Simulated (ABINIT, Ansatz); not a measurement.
# A GW run on CaZnC2O6 (R-3) in ABINIT, with inputs changed, part 2 of 2

What do changed inputs do to GW on CaZnC2O6 (R-3)?

ABINIT 10.8.3; LDA and many-body steps on it, plane waves. Known limits of the many-body steps: not at the basis limit; d shell near the gap, gap tends to lie low; coarse k mesh.

So far. Step 3 (Base): The gap on the mesh goes from 3.80 eV to 6.76 eV, a correction of +2.96 eV. Step 4 (Broadening of the poles): Against G0W0 in ABINIT (2×2×2 mesh, 110 bands, screening to 114.3 eV, Godby-Needs plasmon pole), the gap moves by +0.000 eV.

### Step 5. More bands than the file holds

Level of this step: G0W0 on LDA, plane waves, norm-conserving pseudopotentials (ABINIT).

run.abi

```
acell 3*1.0 Angstrom
rprim 
  2.433014964130 1.404701844483 5.444039263300
  -2.433014964130 1.404701844483 5.444039263300
  0.000000000000 -2.809403688966 5.444039263300
ntypat 4
znucl 20 30 6 8
natom 10
typat 1 2 3 3 4 4 4 4 4 4
xred 
  0.000000000000 0.000000000000 0.000000000000
  0.500000000000 0.500000000000 0.500000000000
  0.242541000000 0.242541000000 0.242541000000
  0.757459000000 0.757459000000 0.757459000000
  0.494747000000 0.964090000000 0.273567000000
  0.964090000000 0.273567000000 0.494747000000
  0.273567000000 0.494747000000 0.964090000000
  0.505253000000 0.035910000000 0.726433000000
  0.035910000000 0.726433000000 0.505253000000
  0.726433000000 0.505253000000 0.035910000000
pp_dirpath "pseudos"
pseudos "Ca.upf, Zn.upf, C.upf, O.upf"
ecut 37
ngkpt 2 2 2
nshiftk 1
shiftk 0 0 0
kptopt 1
chksymbreak 0
istwfk *1
occopt 1
irdwfk 1
optdriver 4
nband 654
gwcalctyp 0
ecutsigx 37
symsigma 1
nkptgw 3
kptgw 
  0.5000000000 0.0000000000 0.0000000000
  0.5000000000 0.5000000000 0.5000000000
  0.0000000000 0.0000000000 0.0000000000
bdgw 
  36 39
  36 39
  35 39
ecuteps 4.2
irdscr 1
ppmodel 1
indata_prefix "in"
outdata_prefix "out"
tmpdata_prefix "tmp"
```

Command:

```sh
OMP_NUM_THREADS=1 mpirun -n 4 abinit run.abi > log
```

The log of the run:

```text
.Version 10.8.3 of ABINIT. v10.8.2 released Aug 2026.

 Symmetries : space group R-3 (#148); Bravais hR (rhombohedral)
================================================================================
 Values of the parameters that define the memory need of the present run
     intxc =       0    ionmov =       0      iscf =       7    lmnmax =       6
     lnmax =       6     mgfft =      64  mpssoang =       3    mqgrid =    3001
     natom =      10  nloc_mem =       1    nspden =       1   nspinor =       1
    nsppol =       1      nsym =       6    n1xccc =    2501    ntypat =       4
    occopt =       1   xclevel =       1
-    mband =         654        mffmem =           1         mkmem =           1
       mpw =        8140          nfft =      262144          nkpt =           4
================================================================================
  Rough estimation (10% accuracy) of disk space for files :
================================================================================

--------------------------------------------------------------------------------
------------- Echo of variables that govern the present computation ------------
--------------------------------------------------------------------------------
 -outvars: echo values of preprocessed input variables --------
            acell      1.8897261259E+00  1.8897261259E+00  1.8897261259E+00 Bohr

             bdgw          36      39      36      39      35      39
      chksymbreak           0
             ecut      3.70000000E+01 Hartree
          ecuteps      4.20000000E+00 Hartree
         ecutsigx      3.70000000E+01 Hartree
          ecutwfn      3.70000000E+01 Hartree
-          fftalg         312
           irdscr           1
           irdwfk           1

[...]
--- Pseudopotential description ------------------------------------------------
- Ca Generated using ONCVPSP code by D. R. Hamann
- 20.00000  10.00000  180309                  znucl, zion, pspdat
12 -1012 2 -1 1724                            pspcod,pspxc,lmax,lloc,mmax
     nproj     2     2     2
  pspatm : epsatm=   12.51424511
         --- l  ekb(1:nproj) -->
[...]
pspatm: atomic psp has been read  and splines computed

- Zn Generated using ONCVPSP code by D. R. Hamann
- 30.00000  20.00000  180309                  znucl, zion, pspdat
12 -1012 2 -1 1296                            pspcod,pspxc,lmax,lloc,mmax
     nproj     2     2     2
  pspatm : epsatm=   26.73031766
         --- l  ekb(1:nproj) -->
[...]
pspatm: atomic psp has been read  and splines computed

- C Generated using ONCVPSP code by D. R. Hamann
-  6.00000   4.00000  180309                  znucl, zion, pspdat
12 -1012 1 -1 1234                            pspcod,pspxc,lmax,lloc,mmax
     nproj     2     2     0
  pspatm : epsatm=    4.35103003
         --- l  ekb(1:nproj) -->
[...]
pspatm: atomic psp has been read  and splines computed

- O Generated using ONCVPSP code by D. R. Hamann
-  8.00000   6.00000  201201                  znucl, zion, pspdat
12 -1012 2 -1 926                             pspcod,pspxc,lmax,lloc,mmax
     nproj     2     2     1
  pspatm : epsatm=    6.27558587
         --- l  ekb(1:nproj) -->
             0    6.026028    0.816167
             1   -4.798959   -1.172522
             2   -1.033686
 pspatm: atomic psp has been read  and splines computed

   6.33441022E+03                                ecore*ucvol(ha*bohr**3)
--------------------------------------------------------------------------------

--- !ERROR
message: |
    Number of bands stored WFK file is less than required.
    WFK mband: 238, self-energy nband: 654

--- !ERROR
message: |
    Number of bands stored WFK file is less than required.
    WFK mband: 238, self-energy nband: 654

--- from the log ---
Number of bands stored WFK file is less than required.
    WFK mband: 238, self-energy nband: 654
```

It took 4.7 s on 4 MPI ranks of Arm Neoverse N1, shared host; peak memory 0.2 GiB.

The run stopped with an error after 4.7 s.

The program's words: Number of bands stored WFK file is less than required. WFK mband: 238, self-energy nband: 654

The fault put into this input: more bands than the file holds.

### Step 6. Side by side

Times are wall times on 4 MPI ranks of Arm Neoverse N1, shared host, good to a factor of about two. A run's time includes the screening step that it read.

```csv
run,mesh,bands,screening cutoff (eV),DFT gap (eV),gap on the mesh (eV),direct (eV),ε∞ used,time
base,2×2×2,110,114.3,3.804,6.765,7.840,2.95,2.2 min
broadening of the poles,2×2×2,110,114.3,3.804,6.765,7.840,2.95,2.2 min
```

### Step 7. What came out

| Item | Value |
| --- | --- |
| base | 6.765 eV |
| broadening of the poles | 6.765 eV |
| known limits | not at the basis limit; d shell near the gap, gap tends to lie low; coarse k mesh |

What this shows: Broadening of the poles: no change against base (keys changed: zcut). Bands and cutoff are finite, so the gap is not at the basis limit. The miss can reach some tenths of an eV and take either sign; the mesh is an error of its own. In the G0W0 runs levels were corrected at 3 k points alone, so a gap called «on the mesh» is the least over those, and an edge elsewhere would be missed. The 2×2×2 mesh is coarse for this cell, which bears on the long-range parts of exchange and screening. A d shell, filled or nearly so, lies near the gap. One-shot GW converges very slowly in bands there, not always from below, and on a semilocal start the gap tends to come out low; starts rich in exact exchange can overshoot instead.

[Paths, hosts, dates, memory and timing lines, banners, echoed tables and standing remarks are left out of the program output.]

[Logs are printed without paths, hosts, clocks, repeated set-up lines and the standing remarks that a program may print on its own settings, such as how far it seeks lower states.]

[Runs of the session that timed out or met a known fault of the program may be left out.]

[Hosts, paths, dates, database ids (printed as entryN), source tags and the programs' standing remarks are cut or masked in the printed files.]

[G0W0 gaps are taken among the corrected bands and points alone; a level outside them can change the order at an edge.]

[Where Ansatz stands beside ABINIT at settings called matched, ABINIT's density can come from a denser mesh and the files from another edition; pairs whose starting gaps differed by over 0.03 eV were left out, so agreement reads better than it is.]
